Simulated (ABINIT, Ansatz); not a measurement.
# BiHSe (P-6m2): zone-centre phonons, part 2 of 2

Wanted: the vibrations of BiHSe (P-6m2) at Γ, by two programs.

ABINIT 10.8.3; DFT LDA, scalar-relativistic, plane waves, HGH norm-conserving pseudopotentials.

So far. Step 3 (Ground state): The cell stands at -0.21 GPa: the relaxation ran with a smoothed and higher cutoff, and the difference is a stress of the finite basis. Step 4 (Linear response at Γ): The acoustic modes at Γ come out as far as 0.6 cm⁻¹ from zero, where they should vanish, a small numerical error. The lowest optical mode is imaginary, 123i cm⁻¹, an instability at this level and on this k mesh. The relaxed cell has a = 3.914, c = 4.066 Å (conventional setting).

The structure was built from a prototype and need not be the compound's stable phase.

## Step 5: Modes with the sum rule

anaddb reads the merged derivatives and imposes the acoustic sum rule.

File anaddb.abi:

```
ddb_filepath "gamma_DDB"
output_file "anaddb.abo"
outdata_prefix "anaddb"
asr 1
chneut 1
enunit 2
eivec 1
nph1l 1
qph1l 0.0 0.0 0.0 1.0
```

File mrgddb.in:

```
gamma_DDB
merged
2
dfpt_gammao_DDB
gso_DDB
```

Run with:

```bash
$ mrgddb < mrgddb.in > mrgddb.log
$ OMP_NUM_THREADS=1 anaddb anaddb.abi > anaddb.log
```

anaddb.abo, the main output file:

```text
-outvars_anaddb: echo values of input variables ----------------------

 Miscellaneous information :
      enunit         2
       eivec         1
         asr         1
 First list of wavevector (reduced coord.) :
       nph1l         1
       qph1l
                     0.00000000E+00  0.00000000E+00  0.00000000E+00    1.000E+00

================================================================================

 read the DDB information and perform some checks

  ==== Info on the Cryst% object ====
 Real(R)+Recip(G) space primitive vectors, cartesian coordinates (Bohr,Bohr^-1):
 R(1)=  7.3960475  0.0000064  0.0000000  G(1)=  0.1352073  0.0780621  0.0000000
 R(2)= -3.6980293  6.4051618  0.0000000  G(2)= -0.0000001  0.1561240  0.0000000
 R(3)=  0.0000000  0.0000000  7.6830541  G(3)=  0.0000000  0.0000000  0.1301566
 Unit cell volume ucvol=  3.6396859E+02 bohr^3
 Angles (23,13,12)=  9.00000000E+01  9.00000000E+01  1.20000000E+02 degrees
 Time-reversal symmetry is present
 Reduced atomic positions [iatom, xred, symbol]:
    1)    0.0000000  0.0000000  0.0000000  Bi
    2)    0.3333333  0.6666667  0.0000000   H
    3)    0.6666667  0.3333333  0.5000000  Se

 DDB file with 3 blocks has been read.

================================================================================

 Treat the first list of vectors

  Phonon wavevector (reduced coordinates) :  0.00000  0.00000  0.00000
 Phonon energies in Hartree :
  -5.593188E-04 -5.593188E-04 -3.888743E-04  0.000000E+00  0.000000E+00
   0.000000E+00  2.237117E-03  2.237117E-03  2.705265E-03
 Phonon energies in meV     :
- -1.521984E+01 -1.521984E+01 -1.058181E+01  0.000000E+00  0.000000E+00
-  0.000000E+00  6.087505E+01  6.087505E+01  7.361401E+01
 Phonon frequencies in cm-1    :
- -1.227563E+02 -1.227563E+02 -8.534805E+01  0.000000E+00  0.000000E+00
-  0.000000E+00  4.909904E+02  4.909904E+02  5.937371E+02
 Phonon frequencies in Thz     :
- -3.680141E+00 -3.680141E+00 -2.558670E+00  0.000000E+00  0.000000E+00
-  0.000000E+00  1.471952E+01  1.471952E+01  1.779979E+01
 Phonon energies in Kelvin  :
- -1.766189E+02 -1.766189E+02 -1.227968E+02  0.000000E+00  0.000000E+00
-  0.000000E+00  7.064256E+02  7.064256E+02  8.542552E+02

 Eigendisplacements
 (will be given, for each mode : in cartesian coordinates
   for each atom the real part of the displacement vector,
   then the imaginary part of the displacement vector - absolute values smaller than 1.0d-7 are set to zero)
  Mode number    1   Energy   -5.593188E-04
 Attention : low frequency mode.
   (Could be unstable or acoustic mode)
-  1  5.02041111E-04  6.71075316E-04  0.00000000E+00
-     0.00000000E+00  0.00000000E+00  0.00000000E+00
-  2 -3.84142629E-03 -5.13481128E-03  0.00000000E+00
-     0.00000000E+00  0.00000000E+00  0.00000000E+00
-  3 -1.27969611E-03 -1.71056205E-03  0.00000000E+00
-     0.00000000E+00  0.00000000E+00  0.00000000E+00
  Mode number    2   Energy   -5.593188E-04
 Attention : low frequency mode.
   (Could be unstable or acoustic mode)
-  1  6.71075316E-04 -5.02041111E-04  0.00000000E+00
-     0.00000000E+00  0.00000000E+00  0.00000000E+00
-  2 -5.13481128E-03  3.84142629E-03  0.00000000E+00
-     0.00000000E+00  0.00000000E+00  0.00000000E+00
-  3 -1.71056205E-03  1.27969611E-03  0.00000000E+00
-     0.00000000E+00  0.00000000E+00  0.00000000E+00
  Mode number    3   Energy   -3.888743E-04
 Attention : low frequency mode.
   (Could be unstable or acoustic mode)
;  1  0.00000000E+00  0.00000000E+00  8.51918048E-04
;     0.00000000E+00  0.00000000E+00  0.00000000E+00
;  2  0.00000000E+00  0.00000000E+00 -2.95939226E-03
;     0.00000000E+00  0.00000000E+00  0.00000000E+00
;  3  0.00000000E+00  0.00000000E+00 -2.21696126E-03
;     0.00000000E+00  0.00000000E+00  0.00000000E+00
  Mode number    4   Energy    0.000000E+00
 Attention : low frequency mode.
   (Could be unstable or acoustic mode)
-  1  0.00000000E+00  0.00000000E+00  1.37787516E-03
-     0.00000000E+00  0.00000000E+00  0.00000000E+00
-  2  0.00000000E+00  0.00000000E+00  1.37787536E-03
-     0.00000000E+00  0.00000000E+00  0.00000000E+00
-  3  0.00000000E+00  0.00000000E+00  1.37787514E-03
-     0.00000000E+00  0.00000000E+00  0.00000000E+00
  Mode number    5   Energy    0.000000E+00
 Attention : low frequency mode.
   (Could be unstable or acoustic mode)
-  1  0.00000000E+00 -1.37787514E-03  0.00000000E+00
-     0.00000000E+00  0.00000000E+00  0.00000000E+00
-  2  0.00000000E+00 -1.37787524E-03  0.00000000E+00
-     0.00000000E+00  0.00000000E+00  0.00000000E+00
-  3  0.00000000E+00 -1.37787520E-03  0.00000000E+00
-     0.00000000E+00  0.00000000E+00  0.00000000E+00
  Mode number    6   Energy    0.000000E+00
 Attention : low frequency mode.
   (Could be unstable or acoustic mode)
-  1  1.37787514E-03  0.00000000E+00  0.00000000E+00
-     0.00000000E+00  0.00000000E+00  0.00000000E+00
-  2  1.37787524E-03  0.00000000E+00  0.00000000E+00
-     0.00000000E+00  0.00000000E+00  0.00000000E+00
-  3  1.37787520E-03  0.00000000E+00  0.00000000E+00
-     0.00000000E+00  0.00000000E+00  0.00000000E+00
  Mode number    7   Energy    2.237117E-03
-  1  1.08311968E-04 -1.11229812E-04  0.00000000E+00
-     0.00000000E+00  0.00000000E+00  0.00000000E+00
-  2  1.56191545E-02 -1.60399229E-02  0.00000000E+00
-     0.00000000E+00  0.00000000E+00  0.00000000E+00
-  3 -4.86046671E-04  4.99140407E-04  0.00000000E+00
-     0.00000000E+00  0.00000000E+00  0.00000000E+00
  Mode number    8   Energy    2.237117E-03
-  1  1.11229812E-04  1.08311968E-04  0.00000000E+00
-     0.00000000E+00  0.00000000E+00  0.00000000E+00
-  2  1.60399229E-02  1.56191545E-02  0.00000000E+00
-     0.00000000E+00  0.00000000E+00  0.00000000E+00
-  3 -4.99140407E-04 -4.86046671E-04  0.00000000E+00
-     0.00000000E+00  0.00000000E+00  0.00000000E+00
  Mode number    9   Energy    2.705265E-03
;  1  0.00000000E+00  0.00000000E+00  2.69534261E-05
;     0.00000000E+00  0.00000000E+00  0.00000000E+00
;  2  0.00000000E+00  0.00000000E+00  2.30998258E-02
;     0.00000000E+00  0.00000000E+00  0.00000000E+00
;  3  0.00000000E+00  0.00000000E+00 -3.66210476E-04
;     0.00000000E+00  0.00000000E+00  0.00000000E+00

 Analysis of degeneracies and characters (maximum tolerance=1.00E-06 a.u.)
 For each vibration mode, or group of modes if degenerate,
 the characters are given for each symmetry operation (see the list in the log file).
 Symmetry characters of vibration mode #   1
        degenerate with vibration mode #   2
  2.0 -0.0 -1.0  0.0 -1.0 -0.0  2.0 -0.0 -1.0  0.0 -1.0 -0.0
 Symmetry characters of vibration mode #   3
  1.0 -1.0 -1.0  1.0  1.0 -1.0 -1.0  1.0  1.0 -1.0 -1.0  1.0
 Symmetry characters of vibration mode #   4
       degenerate with vibration modes #   5 to    6
  3.0 -1.0 -2.0  1.0  0.0 -1.0  1.0  1.0  0.0 -1.0 -2.0  1.0
 Symmetry characters of vibration mode #   7
        degenerate with vibration mode #   8
  2.0 -0.0 -1.0  0.0 -1.0 -0.0  2.0 -0.0 -1.0  0.0 -1.0 -0.0
 Symmetry characters of vibration mode #   9
  1.0 -1.0 -1.0  1.0  1.0 -1.0 -1.0  1.0  1.0 -1.0 -1.0  1.0
-
```

Elapsed: 0.54 s, on 1 thread of Arm Neoverse N1, shared host.

No LO-TO term; unit eigenvectors of the mass-weighted matrix, from anaddb's displacements. Modes at Γ, with each element's share of the kinetic energy (negative means imaginary):

```
mode  frequency (cm⁻¹)  Bi %  H %  Se %
   1            -122.8    27    8    66
   2            -122.8    27    8    66
   3             -85.3    28    2    71
   4               0.0    72    0    27
   5               0.0    72    0    27
   6               0.0    72    0    27
   7             491.0     1   92     7
   8             491.0     1   92     7
   9             593.7     0   98     2
```

Displacements in mode 1 (-122.8 cm⁻¹), the largest set to 1:
```
Bi1  0.10  0.13  0.00
H2  -0.75 -1.00  0.00
Se3 -0.25 -0.33  0.00
```

Displacements in mode 9 (593.7 cm⁻¹), the largest set to 1:
```
Bi1  0.00  0.00  0.00
H2   0.00  0.00  1.00
Se3  0.00  0.00 -0.02
```

The rule moves no optical mode by more than 0.1 cm⁻¹.

## Step 6: A second program

The same cell goes through another code, with its own cutoff. The potentials differ.

This step: DFT LDA, scalar-relativistic, plane waves, PseudoDojo norm-conserving pseudopotentials (Ansatz 0.2.0).

File input.yaml:

```yaml
crystal:
  lattice:
    - [3.9138198011, 3.401e-06, 0.0]
    - [-1.9569128459, 3.3894656731, 0.0]
    - [0.0, 0.0, 4.06569715]
  atoms:
    - { symbol: Bi, position: [0.0, 0.0, 0.0] }
    - { symbol: H, position: [0.3333333333, 0.6666666667, 0.0] }
    - { symbol: Se, position: [0.6666666667, 0.3333333333, 0.5] }
kpoints:
  mp_grid: { grid: [12, 12, 10] }
hamiltonian:
  xc: lda
  pseudopotentials: { kind: nc, accuracy: standard }
scf:
  occupations: { method: gaussian, width: 0.27211 }
output:
  eigenvalues: true
phonons:
  method: dfpt
```

Run with:

```bash
$ ansatz run input.yaml --threads 4 --pin off --max-ram 8192MiB --backend cpu --events-out ev --progress --plain --runs-dir out
```

The log of the run:

```text
Engine: ansatz 0.2.0, aarch64-unknown-linux-gnu
Pseudopotentials: kind: nc
Pseudopotential: Bi, nc, valence charge 15, recommended cutoff 952.398519 eV (normal), Bi.nc.azcp (PseudoDojo's, or run here from an input of PseudoDojo's; its table is named by hamiltonian.pseudopotentials.accuracy)
Pseudopotential: H, nc, valence charge 1, recommended cutoff 1006.821291 eV (normal), H.nc.azcp (PseudoDojo's, or run here from an input of PseudoDojo's; its table is named by hamiltonian.pseudopotentials.accuracy)
Pseudopotential: Se, nc, valence charge 16, recommended cutoff 1170.089609 eV (normal), Se.nc.azcp (PseudoDojo's, or run here from an input of PseudoDojo's; its table is named by hamiltonian.pseudopotentials.accuracy)
Functional definition: SPW92
  exchange = slater_x
  correlation = pw_c
Crystal: 3 atoms, lattice volume = 53.935 Å³
Basis set: ecut = 1170.089609 eV, 4871 PW (Γ), exchange–correlation on 90×90×96 points (8 copies of the dense FFT grid, shifted against one another)
Bands: 20, of which v1, the nominal top of the filled ones, is band 16 counted from 1 (15 counted from 0)
Symmetry: 12 space group operations
k-points: 398 of 1440 (irreducible under 2 space group operations, time reversal used)
Non-local potential: Bi, projectors of the file, l = 0: 2, l = 1: 2, l = 2: 2, l = 3: 2
Non-local potential: H, projectors of the file, l = 0: 2, l = 1: 1
Non-local potential: Se, projectors of the file, l = 0: 2, l = 1: 2, l = 2: 2
Initial density: superposition of atomic densities (chi_scale 0.1, normalization cell, long waves kept (reshape's long-wave potential 0.00 eV rms))
Initial wavefunctions: pseudopotential atomic-orbital guess
Functional: x = slater, c = lda
SCF iter   1: F=—  HF=-5535.998895 eV  |F-HF|=—  |Δ(HF+E_count)|=         —  Δρ=4.76e-2  dr2=1.44e0  ethr=3.10e-3  ⟨swp⟩=5.1  Hψ=35301  notcnv=0
preconditioner: auto → Kerker (q_TF=auto, 2.501 Å⁻¹)  [metal: Δε(μ)=0.090 eV  Ē_g=17.848 eV  σ=0.272 eV  W_gap=0.19  n_scr=20 (ndim 8)  ℏωp=23.7 eV  f_vac=0.000  D(μ)=0.13/eV (n_scr^D=0)]
SCF iter   2: F=—  HF=-5535.644694 eV  |F-HF|=—  |Δ(HF+E_count)|=   3.54e-1  Δρ=2.43e-2  dr2=4.11e-1  ethr=3.10e-3  ⟨swp⟩=1.2  Hψ=11219  notcnv=0
SCF iter   3: F=—  HF=-5535.507710 eV  |F-HF|=—  |Δ(HF+E_count)|=   1.37e-1  Δρ=4.47e-3  dr2=8.46e-3  ethr=1.28e-3  ⟨swp⟩=2.1  Hψ=11133  notcnv=0
SCF iter   4: F=—  HF=-5535.507910 eV  |F-HF|=—  |Δ(HF+E_count)|=   2.00e-4  Δρ=9.73e-4  dr2=9.60e-4  ethr=2.64e-5  ⟨swp⟩=2.7  Hψ=15714  notcnv=0
SCF iter   5: F=—  HF=-5535.507698 eV  |F-HF|=—  |Δ(HF+E_count)|=   2.12e-4  Δρ=3.16e-4  dr2=4.72e-5  ethr=3.00e-6  ⟨swp⟩=2.0  Hψ=9630  notcnv=0
SCF iter   6: F=—  HF=-5535.507682 eV  |F-HF|=—  |Δ(HF+E_count)|=   1.58e-5  Δρ=8.35e-5  dr2=5.36e-6  ethr=1.48e-7  ⟨swp⟩=2.7  Hψ=12326  notcnv=0
SCF iter   7: F=—  HF=-5535.507691 eV  |F-HF|=—  |Δ(HF+E_count)|=   8.90e-6  Δρ=1.82e-5  dr2=3.37e-7  ethr=1.67e-8  ⟨swp⟩=2.3  Hψ=10089  notcnv=0
SCF iter   8: F=—  HF=-5535.507690 eV  |F-HF|=—  |Δ(HF+E_count)|=   7.89e-7  Δρ=5.38e-6  dr2=2.39e-8  ethr=1.05e-9  ⟨swp⟩=2.0  Hψ=10006  notcnv=0
SCF iter   9: F=—  HF=-5535.507690 eV  |F-HF|=—  |Δ(HF+E_count)|=   4.81e-9  Δρ=1.63e-6  dr2=1.16e-9  ethr=7.45e-11  ⟨swp⟩=2.4  Hψ=12141  notcnv=0
SCF iter  10: F=—  HF=-5535.507690 eV  |F-HF|=—  |Δ(HF+E_count)|=  1.55e-10  Δρ=4.36e-7  dr2=1.35e-10  ethr=3.61e-12  ⟨swp⟩=2.5  Hψ=13960  notcnv=0
SCF iter  11: F=-5535.507690 eV  HF=-5535.507690 eV  |F-HF|=4.55e-12  |Δ(HF+E_count)|=  1.55e-11  Δρ=1.15e-7  dr2=7.37e-12  ethr=1.00e-12  ⟨swp⟩=7.2  Hψ=50741  notcnv=0
SCF 1 converged in 11 iterations: F = -5535.507690 eV  dr2 = 7.37e-12
DFPT response loops at Γ: preconditioner auto → Kerker (q_TF=auto, 2.501 Å⁻¹) (partly filled bands, converged f_vac=0.001); β = 1.00, the filter's whole step (`scf.mixing.beta` (0.50) is not read by the response loops under this deck's `scf.mixing.preconditioner`; to damp them name `kerker` or `kerker_dos`, under which they read `scf.mixing.beta`, and type it under 1.00, their step now; both keys bind the ground state too); Broyden in place of MSR1
SCF converged after 11 iterations
Free energy (F): -5535.507690 eV
Harris-Foulkes:  -5535.507690 eV  (|F-HF|=4.55e-12)
Internal energy: -5535.503293 eV  (E = F + TS)
E sigma→0 (E₀):  -5535.505492 eV
Entropy (-TS):   -0.004397 eV (-1.466 meV/atom)
Fermi energy:    10.976877 eV
--- Per-component energies (eV) ---
  E_band       = -427.078464
  E_kinetic    = 3210.783874
  E_local      = -3702.504665  (includes V_loc(G=0)·N_el)
  E_nonlocal   = -1803.309125
  E_hartree    = 1341.000771
  E_xc         = -1234.799780
  E_vxc        = -814.050031  (∫ρ·V_xc dr)
  E_ewald      = -3346.674367
  E_smearing   = -0.004397  (= −TS)
  E_closure    = -0.000000  (closes the sum)
  Σ components = -5535.507690   (vs F -5535.507690, Δ=0.00e0)
--- Band table (eV; the first three rows and the last of 398) ---
  k-point 0: bands = [... 12 lower, 7.0447, 9.3603, 9.3603, 10.9996, 13.0371, 13.0371, 15.0661, 15.8770]
  k-point 1: bands = [... 12 lower, 7.3101, 9.4198, 9.4198, 11.0263, 13.0323, 13.0323, 14.9572, 15.8019]
  k-point 2: bands = [... 12 lower, 7.9607, 9.5867, 9.5867, 11.0975, 13.0027, 13.0027, 14.0993, 16.4247]
  k-point 397: bands = [... 12 lower, 5.4104, 6.0930, 6.9637, 8.4554, 14.2540, 14.7004, 16.4883, 18.0377]
--- Phonons (Γ-DFPT): 6 representative perturbations + reference, on 398 of 1440 k-points (Σ response iterations 22) ---
  k mesh reduced under 2 symmetry operations, with k and −k counted as one. Each operation leaves every solved perturbation unchanged. A smaller set is not used because it would not reduce the number of displacements times k-points to solve
  ASR residual: 1.391e-4 → 0.000e0 eV/Å²; symmetrization residual: 1.897e-4 eV/Å²
  ASR residual per site (eV/Å²): 1.39e-4 2.25e-5 7.14e-5
  Γ frequencies (cm⁻¹): -92.91 -92.91 -69.23 0.00 0.00 0.00 535.21 535.21 610.15
  non-analytic LO–TO correction: not included (Born effective charges unavailable; polar crystals: no LO–TO splitting at Γ)
```

Wall time 8.5 min (4 threads); peak memory 5.1 GiB.

This step gave:

- sum-rule residual before enforcement: 1.39e-4 eV/Å²
- highest optical zone-centre mode (no LO-TO term): 610.1 cm⁻¹
- lowest optical zone-centre mode: -92.91 cm⁻¹

## Step 7: The two compared: ABINIT HGH and Ansatz, PseudoDojo

Numbers from this step:

| Property | Result |
| --- | --- |
| root-mean-square difference | 32.2 cm⁻¹ |
| largest difference | 44.22 cm⁻¹ |

Frequencies side by side, by row:

```
q (reciprocal lattice)  mode  ABINIT HGH (cm⁻¹)  Ansatz, PseudoDojo (cm⁻¹)
                 0 0 0     1             -122.8                     -92.91
                 0 0 0     2             -122.8                     -92.91
                 0 0 0     3             -85.35                     -69.23
                 0 0 0     4                  0                          0
                 0 0 0     5                  0                          0
                 0 0 0     6                  0                          0
                 0 0 0     7                491                      535.2
                 0 0 0     8                491                      535.2
                 0 0 0     9              593.7                      610.1
```

At the zone centre the largest difference (acoustic modes at Γ apart) is 7 % of the highest mode.

## Step 8: Outcome

```yaml
space_group_after_relaxation: P-6m2
volume_per_atom: 18.0 Å³
highest_optical_zone_centre_mode_no_lo_to_term: 593.7 cm⁻¹
lowest_optical_zone_centre_mode: -122.8 cm⁻¹
imaginary_optical_modes_at_the_zone_centre_no_q_mesh_in_this_session: yes
largest_difference_from_ansatz_pseudodojo: 44.2 cm⁻¹
```

What this shows: At the LDA level the optical modes of BiHSe (P-6m2) at the zone centre run from 123i to 594 cm⁻¹, so the structure is a saddle point, with 3 modes beyond 10i cm⁻¹ there. ABINIT HGH and Ansatz, PseudoDojo differ by 32.2 cm⁻¹ in the root mean square and by 44.2 cm⁻¹ at most, 7.4 % of the highest mode compared (acoustic modes at Γ left out); the two use different potentials, and the cell was not relaxed for the second set. These are harmonic frequencies at zero temperature: anharmonic shifts and linewidths and thermal expansion are left out. Spin-orbit coupling is left out, which can matter for the heavy elements here. The HGH files keep few electrons and have no core correction, which is cheap but rough for Bi. In a metal the frequencies hang on the k mesh and the smearing, most of all near Kohn anomalies. The structure is a hypothetical one, built on a prototype.

[Host names and launcher messages were left out of these logs when they were recorded.]

[Logs are printed without paths, hosts, clocks, repeated set-up lines and the standing remarks that a program may print on its own settings, such as how far it seeks lower states.]

[Hosts, paths, dates, database ids (printed as entryN), source tags and the programs' standing remarks are cut or masked in the printed files.]
